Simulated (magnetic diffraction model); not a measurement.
## Moment size from magnetic intensity in MnInSiO₅

Space group P1 (no. 1), a = 5.5110 Å, b = 5.6070 Å, c = 7.3520 Å, α = 107.90°, β = 108.14°, γ = 95.76°.

| site | atom | x | y | z |
| --- | --- | --- | --- | --- |
| 1a | In | 0.1456 | 0.2689 | 0.7120 |
| 1a | In | 0.8435 | 0.7106 | 0.2372 |
| 1a | Mn | 0.5080 | 0.9865 | 0.9793 |
| 1a | Mn | 0.4957 | 0.0110 | 0.4895 |
| 1a | Si | 0.8721 | 0.6599 | 0.7439 |
| 1a | Si | 0.1525 | 0.3238 | 0.2310 |
| 1a | O | 0.5773 | 0.9061 | 0.2340 |
| 1a | O | 0.4230 | 0.0721 | 0.7365 |
| 1a | O | 0.8095 | 0.3037 | 0.1349 |
| 1a | O | 0.2262 | 0.6627 | 0.3541 |
| 1a | O | 0.1937 | 0.6834 | 0.8409 |
| 1a | O | 0.7677 | 0.3199 | 0.6062 |
| 1a | O | 0.7867 | 0.8195 | 0.5708 |
| 1a | O | 0.7418 | 0.7653 | 0.9257 |
| 1a | O | 0.2400 | 0.1863 | 0.4126 |
| 1a | O | 0.2757 | 0.2232 | 0.0483 |

This is a made-up structure (elements placed in a structure type, unrelaxed), so the numbers test the method and describe no known phase.

Only Mn is taken to order (form factors of Mn3+); orders and moment sizes are assumed, and not adapted to the symmetry. Radiation: neutrons of λ = 4.2 Å, 3° to 75°; isotropic B of 0.35 Å² (In), 0.54 Å² (Mn), 0.71 Å² (Si) and 0.67 Å² (O). The intensities are simulated: I ∝ L Σ (|F_N|² + |F_M⊥|²) for unpolarised neutrons, with F_M = 2.695 fm/μB × Σ f(s) S exp(2πi Q·r) exp(−B s²) at Q = H ± k (one set where k and −k are equivalent), only the part normal to Q counting and L = 1/(sin²θ cos θ). For a modulated order the moment at position r is S exp(−2πi k·r) + c.c., with S = m/2 for a sine wave of amplitude m and S = m(u + iv)/2 for moments turning in a plane, u and v being orthogonal unit vectors in it; the phase factor of the sum at Q = H + k is then exp(2πi H·r). Form factors are spin-only for 3d ions and dipole or tabulated for f ions, scattering lengths are Sears's of 1992, and absorption is left out. A label names one of the reflections at its angle. The strongest nuclear line in the range is 100, and lines under 0.2 are left out.

In a first state the assumed order is k = (0 0 1/6), a sine wave with moments along [010] (amplitudes given), 3.27 μB on Mn; signs + at (0.5080, 0.9865, 0.9793), − at (0.4957, 0.0110, 0.4895), with this pattern:

```tsv
2θ (°)	index	nuclear	magnetic
31.12	(0 0 5/6)	0.0	90.8
37.56	(0 0 1)	0.7	0.0
44.12	(0 0 7/6)	0.0	44.6
46.69	(0 1 -5/6)	0.0	4.2
47.32	(1 0 -5/6)	0.0	38.5
47.55	(0 1 0)	24.7	0.0
48.51	(1 0 0)	100.0	0.0
49.19	(0 1 -1)	4.1	0.0
49.73	(1 0 -1)	3.5	0.0
52.43	(0 1 -7/6)	0.0	8.8
52.88	(1 0 -7/6)	0.0	30.7
61.24	(1 -1 0)	37.4	0.0
67.91	(0 1 5/6)	0.0	10.2
68.64	(1 1 -5/6)	0.0	10.2
68.67	(1 1 -1)	0.2	0.0
68.94	(1 0 5/6)	0.0	18.2
```
(The table stops after 16 lines; 7 more lie at higher angle.)

**Question.** Nearer the ordering temperature the line at 31.12° has total intensity 65.6 on the same scale, and all moments have shrunk alike. How large is the Mn moment?

The nuclear part, 0.0, stays, so the magnetic part is 65.6 against 90.8. It goes as m², so m = 3.27 × √(65.6/90.8) = 2.78 μB; the value used was 2.78 μB.

[Logs are printed without paths, hosts, clocks, repeated set-up lines and the standing remarks that a program may print on its own settings, such as how far it seeks lower states.]
